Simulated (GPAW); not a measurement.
## STM contrast on NbGe2As4 monolayer

What would a tunnelling microscope show on NbGe2As4 monolayer?

Main program and level: GPAW 26.7.0; GPAW, PAW setups; layer in a repeated cell with vacuum, relaxation of atoms and in-plane cell, in the first sound run; inputs show where later runs differ.

## Step 1: Set-up

The cell holds 7 atoms: 4 As, 2 Ge and 1 Nb. Cell: a = 3.730 Å, b = 3.730 Å, c = 27.441 Å, α = 90.0°, β = 90.0°, γ = 120.0°. Vacuum lies along c.

## Step 2: Relaxation

Forces are removed first; all later runs use this geometry.

The input, run.py:

```python
import json
import numpy as np
from ase import Atoms
from ase.filters import FrechetCellFilter
from ase.optimize import BFGS
from gpaw import GPAW, PW

slab = Atoms(
    ['As', 'Ge', 'As', 'Nb', 'As', 'Ge', 'As'],
    positions=[
        [0.00000, 0.00000, 9.00000],
        [-0.00000, 2.15352, 9.86300],
        [-0.00000, 2.15352, 12.18300],
        [0.00000, 0.00000, 13.72043],
        [-0.00000, 2.15352, 15.25785],
        [-0.00000, 2.15352, 17.57785],
        [0.00000, 0.00000, 18.44085]],
    cell=[[3.73, 0.0, 0.0], [-1.865, 3.23027, 0.0], [0.0, 0.0, 27.4409]],
    pbc=[True, True, True],
    magmoms=[0.0, 0.0, 0.0, 1.0, 0.0, 0.0, 0.0])

slab.calc = GPAW(mode=PW(600), xc='PBE', kpts={'size': (9, 9, 1), 'gamma': True},
                 occupations={'name': 'fermi-dirac', 'width': 0.05}, nbands='200%',
                 convergence={'density': 1e-05}, maxiter=200,
                 symmetry={'tolerance': 1e-3}, txt='slab.txt')
result = {}
# The in-plane cell is free; stress needs a cell that repeats along all three vectors
path = []
opt = BFGS(FrechetCellFilter(slab, mask=[1, 1, 0, 0, 0, 1]), maxstep=0.2)
opt.attach(lambda: path.append((slab.get_potential_energy(), slab.positions.tolist(), slab.get_forces().tolist())))
result['relaxed'] = bool(opt.run(fmax=0.02, steps=45))
result['path'] = path
result['cell'] = slab.cell.tolist()
print('in-plane lattice', slab.cell.cellpar().round(4)[[0, 1, 5]])
energy = slab.get_potential_energy()
fermi = slab.calc.get_fermi_level()
v = slab.calc.get_electrostatic_potential().mean((0, 1)) - fermi
n = slab.calc.get_pseudo_density().mean((0, 1))
L = slab.cell[2, 2]
z = np.arange(len(v)) * L / len(v)
low, high = slab.positions[:, 2].min(), slab.positions[:, 2].max()
below, above = np.interp([low - 6.8, high + 6.8], z, v)
slopes = [np.interp(x, z, np.gradient(v, z)) for x in (low - 6.8, high + 6.8)]
eps = np.array([[slab.calc.get_eigenvalues(k, s) for k in range(len(slab.calc.get_ibz_k_points()))]
                for s in range(slab.calc.get_number_of_spins())]) - fermi
top, bottom = eps[eps < 0].max(), eps[eps > 0].min()
dipole = slab.get_dipole_moment()[2]
print(f'energy {energy:.4f} eV, Fermi level {fermi:.4f} eV, dipole {dipole:.5f} e A')
print(f'potential 6.8 A off the faces, from the Fermi level: lower {below:.4f} eV, upper {above:.4f} eV')
print(f'slope of the potential there: lower {slopes[0]:.5f}, upper {slopes[1]:.5f} eV/A')
print(f'nearest levels on the mesh: {top:.4f} and {bottom:.4f} eV')
print('magnetic moment', round(slab.get_magnetic_moment(), 3))
result.update(energy=energy, fermi=fermi, dipole=dipole, below=below, above=above, slopes=slopes, edges=[top, bottom],
              z=z.tolist(), v=v.tolist(), n=n.tolist(), positions=slab.positions.tolist(),
              forces=slab.get_forces(apply_constraint=False).tolist(), moments=slab.get_magnetic_moments().tolist())
json.dump(result, open('result.json', 'w'))
```

Run with:

```console
$ OMP_NUM_THREADS=1 OPENBLAS_NUM_THREADS=1 python run.py
```

Log:

```text
Step          Energy          fmax
BFGS:    0      -37.781010        3.009431
BFGS:    1      -38.161887        2.435038
BFGS:    2      -38.746715        0.893437
BFGS:    3      -38.769114        0.671849
BFGS:    4      -38.836013        0.565047
BFGS:    5      -38.878105        0.523771
BFGS:    6      -38.913273        0.350417
BFGS:    7      -38.923308        0.242233
BFGS:    8      -38.928350        0.197155
BFGS:    9      -38.931492        0.200041
BFGS:   10      -38.934044        0.180081
BFGS:   11      -38.937812        0.184971
BFGS:   12      -38.942364        0.182949
BFGS:   13      -38.945167        0.097087
BFGS:   14      -38.945912        0.022011
BFGS:   15      -38.945982        0.001737
in-plane lattice [  3.761   3.761 120.   ]
energy -38.9346 eV, Fermi level 0.1101 eV, dipole 0.00044 e A
potential 6.8 A off the faces, from the Fermi level: lower 5.0275 eV, upper 5.0297 eV
slope of the potential there: lower -0.00074, upper -0.00048 eV/A
nearest levels on the mesh: -0.0454 and 0.0022 eV
magnetic moment -0.0
```

Elapsed: 71 min, on 1 thread of Arm Neoverse V2, shared host; peak memory 1.3 GiB.

Numbers from this step:

- dipole along the normal: 4.43e-4 e·Å
- levels nearest the Fermi level on the mesh: -0.04535, 0.002155 eV from the Fermi level
- sum of the site moments: 0 μB

The electrostatic potential energy of an electron (without an applied field's), less the Fermi level, planar mean oscillates, so the rows of the table below give means over windows of 1.8 Å about each position, cut where the curve ends. Its maxima inside the range that stand out by 2 % of the span (Å: eV): 9.2: -8.61, 11.1: 2.55, 12.9: -5.32, 14.6: -5.32, 16.4: 2.55, 18.3: -8.60. Its minima: 8.7: -13.1, 9.7: -12.6, 12.3: -11.7, 13.7: -15.5, 15.2: -11.7, 17.8: -12.6, 18.8: -13.1.

Electrostatic potential energy of an electron (without an applied field's), less the Fermi level, planar mean against z; means over each step:

z (Å), electrostatic potential energy of an electron (without an applied field's), less the Fermi level, planar mean (eV) and a bar from the least value:
```
     0.90        5.0 ##############################
     2.70        5.0 ##############################
     4.50        5.0 ##############################
     6.30        4.9 ##############################
     8.10       -4.4 ###########
     9.90       -6.9 ######
    11.70       -3.9 ############
    13.50       -9.9 
    15.30       -5.9 ########
    17.10       -4.0 ############
    18.90       -7.5 #####
    20.70        4.5 #############################
    22.50        5.0 ##############################
    24.30        5.0 ##############################
    26.10        5.0 ##############################
```

The pseudo valence density, planar mean oscillates, so the rows of the table below give means over windows of 1 Å about each position, cut where the curve ends. Its maxima inside the range that stand out by 2 % of the span (Å: e/Å³): 8.2: 0.240, 9.3: 0.401, 10.3: 0.207, 11.8: 0.236, 13.7: 1.00, 15.6: 0.236, 17.2: 0.207, 18.2: 0.401, 19.2: 0.240. Its minima: 8.6: 0.168, 9.8: 0.0590, 11.0: 0.108, 12.2: 0.163, 15.3: 0.163, 16.5: 0.108, 17.7: 0.0590, 18.9: 0.168.

Pseudo valence density, planar mean against z; means over each step:

z (Å), pseudo valence density, planar mean (e/Å³) and a bar:
```
        4       0.00 
        5       0.00 
        6       0.00 
        7       0.03 #
        8       0.18 ########
        9       0.30 #############
       10       0.16 #######
       11       0.13 #####
       12       0.21 #########
       13       0.46 ###################
       14       0.71 ##############################
       15       0.27 ###########
       16       0.17 #######
       17       0.16 #######
       18       0.26 ###########
       19       0.22 #########
       20       0.08 ###
       21       0.01 
       22       0.00 
       23       0.00
```

The relaxation lowered the energy of the cell by 1.17 eV (energies extrapolated to zero smearing; the optimiser's log prints free energies). The largest force left on a free atom is 0.0017 eV/Å.

## Step 3: The slab's potential

With the geometry fixed, the planar mean of the potential gives the vacuum level on each side.

This step: GPAW, PAW setups; slab in vacuum (GPAW 26.7.0).

The cell differs from the one that the last finished run ended in (c 27.441 → 28.246 Å).

The input, run.py:

```python
import json
import numpy as np
from ase import Atoms
from ase.dft.stm import STM
from gpaw import GPAW, PW

slab = Atoms(
    ['As', 'Ge', 'As', 'Nb', 'As', 'Ge', 'As'],
    positions=[
        [0.00000, 0.00000, 9.00000],
        [-0.00000, 2.17144, 10.15501],
        [-0.00000, 2.17144, 12.62836],
        [-0.00000, 0.00000, 14.12319],
        [-0.00000, 2.17144, 15.61801],
        [-0.00000, 2.17144, 18.09136],
        [-0.00000, -0.00000, 19.24636]],
    cell=[[3.76104, 0.0, 0.0], [-1.88052, 3.25715, 0.0], [0.0, 0.0, 28.2464]],
    pbc=[True, True, False],
    magmoms=[0.0, 0.0, 0.0, 1.0, 0.0, 0.0, 0.0])

slab.calc = GPAW(mode=PW(400), xc='PBE', kpts={'size': (9, 9, 1), 'gamma': True},
                 occupations={'name': 'fermi-dirac', 'width': 0.05}, nbands='200%',
                 convergence={'density': 1e-05}, maxiter=200,
                 poissonsolver={'dipolelayer': 'xy'},
                 symmetry={'tolerance': 1e-3}, txt='slab.txt')
result = {}
energy = slab.get_potential_energy()
fermi = slab.calc.get_fermi_level()
v = slab.calc.get_electrostatic_potential().mean((0, 1)) - fermi
n = slab.calc.get_pseudo_density().mean((0, 1))
L = slab.cell[2, 2]
z = np.arange(len(v)) * L / len(v)
low, high = slab.positions[:, 2].min(), slab.positions[:, 2].max()
below, above = np.interp([low - 6.8, high + 6.8], z, v)
slopes = [np.interp(x, z, np.gradient(v, z)) for x in (low - 6.8, high + 6.8)]
eps = np.array([[slab.calc.get_eigenvalues(k, s) for k in range(len(slab.calc.get_ibz_k_points()))]
                for s in range(slab.calc.get_number_of_spins())]) - fermi
top, bottom = eps[eps < 0].max(), eps[eps > 0].min()
dipole = slab.get_dipole_moment()[2]
print(f'energy {energy:.4f} eV, Fermi level {fermi:.4f} eV, dipole {dipole:.5f} e A')
print(f'potential 6.8 A off the faces, from the Fermi level: lower {below:.4f} eV, upper {above:.4f} eV')
print(f'slope of the potential there: lower {slopes[0]:.5f}, upper {slopes[1]:.5f} eV/A')
print(f'nearest levels on the mesh: {top:.4f} and {bottom:.4f} eV')
print('magnetic moment', round(slab.get_magnetic_moment(), 3))
result.update(energy=energy, fermi=fermi, dipole=dipole, below=below, above=above, slopes=slopes, edges=[top, bottom],
              z=z.tolist(), v=v.tolist(), n=n.tolist(), positions=slab.positions.tolist(),
              forces=slab.get_forces(apply_constraint=False).tolist(), moments=slab.get_magnetic_moments().tolist())

# Images need the states of the whole zone, up to time reversal
slab.calc = slab.calc.fixed_density(symmetry={'point_group': False}, txt='states.txt', nbands='260%',
                                    convergence={'bands': 'CBM+0.8'})
stm = STM(slab)
result['stm'] = []
for bias in [-0.5, 0.5]:
    height = high + 3.0
    current = stm.get_averaged_current(bias, height)
    x, y, h = stm.scan(bias, current)
    i, f = divmod(height / L * stm.ldos.shape[2], 1)
    I = abs((1 - f) * stm.ldos[:, :, int(i)] + f * stm.ldos[:, :, int(i) + 1])
    print(f'bias {bias} V: mean current at 3.0 A {current:.4e}, corrugation {np.ptp(h):.4f} A')
    result['stm'].append(dict(bias=bias, current=current, h=(h - high).tolist(), I=I.tolist()))
json.dump(result, open('result.json', 'w'))
```

Log:

```text
energy -38.9124 eV, Fermi level -0.0362 eV, dipole 0.00090 e A
potential 6.8 A off the faces, from the Fermi level: lower 5.0230 eV, upper 5.0339 eV
slope of the potential there: lower -0.00017, upper 0.00017 eV/A
nearest levels on the mesh: -0.0453 and 0.0021 eV
magnetic moment 0.0
bias -0.5 V: mean current at 3.0 A 2.8257e-05, corrugation 0.3720 A
bias 0.5 V: mean current at 3.0 A 4.2543e-05, corrugation 0.3262 A
```

Elapsed: 9 min, on 1 thread; peak memory 0.95 GiB.

Numbers from this step:

```
dipole along the normal                    : 9.02e-4 e·Å
levels nearest the Fermi level on the mesh : -0.04533, 0.002064 eV from the Fermi level
upper work function                        : 5.034 eV
lower work function                        : 5.023 eV
corrugation -0.5                           : 0.3720 Å
corrugation 0.5                            : 0.3262 Å
```

The electrostatic potential energy of an electron (without an applied field's), less the Fermi level, planar mean oscillates, so the rows of the table below give means over windows of 1.78 Å about each position, cut where the curve ends. Its maxima inside the range that stand out by 2 % of the span (Å: eV): 9.6: -8.63, 11.4: 2.55, 13.3: -5.29, 15.0: -5.28, 16.8: 2.56, 18.6: -8.62. Its minima: 9.0: -13.0, 10.1: -12.6, 12.7: -11.7, 14.1: -15.5, 15.6: -11.7, 18.1: -12.6, 19.2: -13.0.

Table of electrostatic potential energy of an electron (without an applied field's), less the Fermi level, planar mean by z; means over each step:

z (Å), electrostatic potential energy of an electron (without an applied field's), less the Fermi level, planar mean (eV) and a bar from the least value:
```
     0.89        5.0 ##############################
     2.67        5.0 ##############################
     4.45        5.0 ##############################
     6.23        5.0 ##############################
     8.01        0.2 #####################
     9.79      -10.3 #
    11.57       -0.8 ###################
    13.35       -9.9 ##
    15.13       -8.9 ####
    16.91       -0.5 ####################
    18.69      -10.8 
    20.47        2.1 ########################
    22.25        5.0 ##############################
    24.03        5.0 ##############################
    25.81        5.0 ##############################
    27.59        5.0 ##############################
```

The pseudo valence density, planar mean oscillates, so the rows of the table below give means over windows of 1 Å about each position, cut where the curve ends. Its maxima inside the range that stand out by 2 % of the span (Å: e/Å³): 8.6: 0.243, 9.6: 0.407, 10.7: 0.211, 12.1: 0.233, 14.0: 0.962, 16.1: 0.233, 17.6: 0.211, 18.6: 0.407, 19.7: 0.243. Its minima: 9.0: 0.170, 10.3: 0.0710, 11.3: 0.108, 12.6: 0.165, 15.7: 0.165, 16.9: 0.108, 18.0: 0.0710, 19.2: 0.170.

Table of pseudo valence density, planar mean by z; means over each step:

| z (Å) | pseudo valence density, planar mean (e/Å³) |
| --- | --- |
| 5 | 3.4e-5 |
| 6 | 5.5e-4 |
| 7 | 0.00919 |
| 8 | 0.113 |
| 9 | 0.248 |
| 10 | 0.224 |
| 11 | 0.148 |
| 12 | 0.183 |
| 13 | 0.301 |
| 14 | 0.761 |
| 15 | 0.387 |
| 16 | 0.197 |
| 17 | 0.133 |
| 18 | 0.179 |
| 19 | 0.286 |
| 20 | 0.158 |
| 21 | 0.0179 |
| 22 | 0.00112 |
| 23 | 6.8e-5 |

Tip height over the top atom over a1 and a2. Sample bias -0.5 V, constant current at the mean current 3.0 Å over the top atom.

Ten even steps from '_' (2.80 Å) to '@' (3.17 Å):
```
@@@@%%%%##++==::::::::==++##%%%%@@@@
@@%%%%##**==--::..::--==**##%%%%@@@@
%%%%##**==--::....::--==**##%%%%%%%%
####**==--::..__..::--==**####%%%%%%
**++==--::________::--==++**########
++==--::..______..::--==++++******++
--::::..________..::::--====++++====
::::......__......::::--------------
::::::::::::::::::::::::::::::::::::
::::----------::::::::::::::::::::::
--============----::::........::::--
++++******++++==--::::......::::--==
**########**++==--::::....::::--==++
##%%%%%%####**++--::::..::::--++**##
%%%%%%%%%%##**++--::::::::--++**##%%
@@@@@@%%%%##**==--::::::--==**##%%%%
@@@@@@%%%%##++==--::::--==++##%%%%@@
@@@@@@%%##**++--::::::--++**##%%@@@@
```
Columns: a1 from 0 to 0.944; rows upwards: a2 from 0 to 0.944.

Local density of states summed over the bias window over a1 and a2. Sample bias -0.5 V, constant height 3.0 Å over the top atom.

Ten even steps from '_' (1.92 × 1e-5 arbitrary) to '@' (4.62 × 1e-5 arbitrary):
```
@@@@%%**++--::........::--++**%%@@@@
%%%%**++==::....__....::==++**%%%%@@
##**++==::..________..::==++**##%%%%
**++==::..__________..::==++****##**
==--::..____________..::--==++++++++
--::..______________..::----======--
::....____________....::::--------::
....______________......::::::::::..
......________......................
....................................
::::::::::::::::......________......
----======----::::....______....::::
==++++++++==----::....____....::----
**********++==--::....__....::--==++
##%%%%##**++==--::........::--==++**
%%@@%%%%##++==--::......::--==++##%%
@@@@@@%%**++--::........::--++**%%@@
@@@@%%##**==--::......::--==**##%%@@
```
Columns: a1 from 0 to 0.944; rows upwards: a2 from 0 to 0.944.

Tip height over the top atom over a1 and a2. Sample bias 0.5 V, constant current at the mean current 3.0 Å over the top atom.

Ten even steps from '_' (2.85 Å) to '@' (3.17 Å):
```
@@@@%%##**++--::....::--++**##%%@@@@
@@%%%%##++==::......::==++##%%%%@@@@
%%####++==::..____..::==++####%%%%%%
##**++==::..______..::==++**########
**++==::..________..::==++****####**
==--::..__________..::--==++++++++++
::::..____________..::::--========--
......__________......::::::::::::::
....................................
..::::::::::::::........______......
::--========--::::....________....::
==++++++++++==--::..__________..::--
****####****++==::..________..::==++
####%%####**++==::..______..::==++**
%%%%%%%%####++==::........::==++####
@@@@@@%%####++==::......::==++####%%
@@@@@@%%##**++--::....::--++**##%%@@
@@@@@@%%##**==::......::==**##%%@@@@
```
Columns: a1 from 0 to 0.944; rows upwards: a2 from 0 to 0.944.

Local density of states summed over the bias window over a1 and a2. Sample bias 0.5 V, constant height 3.0 Å over the top atom.

Ten even steps from '_' (3.26 × 1e-5 arbitrary) to '@' (6.46 × 1e-5 arbitrary):
```
@@@@%%**++--::..____..::--++**%%@@@@
%%%%**++--::..______..::--++**%%%%@@
##**++==::..________..::==++**##%%%%
**++--::..__________..::--++********
==--::..____________..::--==++++++++
::::..______________..::::----==----
....________________....::::::::::::
..__________________................
____________________________________
..................__________________
..::::::::::::....________________..
::----==----::::..______________..::
==++++++++==--::..____________..::--
**********++--::..__________..::--++
##%%%%##**++==::..________..::==++**
%%@@%%%%**++--::..______..::--++**%%
@@@@@@%%**++--::..____..::--++**%%@@
@@@@%%##**==::....__....::==**##%%@@
```
Columns: a1 from 0 to 0.944; rows upwards: a2 from 0 to 0.944.

The potential is flat to 1.7e-4 eV/Å where it is read, so the vacuum is wide enough.

## Step 4: Results

```yaml
work_function_upper_and_lower_face: 5.034 and 5.023 eV
dipole_along_the_normal: 9.0e-4 e Å, near the numerical noise
corrugation_at_minus_0p5_v: 0.372 Å
corrugation_at_0p5_v: 0.326 Å
```

**Reading.** The tip height varies by 0.33 to 0.37 Å over the cell, much the same at every bias tried. Negative sample bias images filled states, positive bias empty ones. The images are of Tersoff-Hamann type: an s-wave tip, no tip-sample forces, heights closer than in a microscope. The small printed dipole stands for a step of -13 meV from the lower to the upper face, and the probes find 11 meV; values this small are near the numerical noise of both. One magnetic start was tried; another order may lie lower. The layer's cell and atoms come from the relaxation; spin-orbit coupling and temperature are left out.

[Logs are printed without paths, hosts, clocks, repeated set-up lines and the standing remarks that a program may print on its own settings, such as how far it seeks lower states.]

[Hosts, paths, dates, database ids (printed as entryN), source tags and the programs' standing remarks are cut or masked in the printed files.]
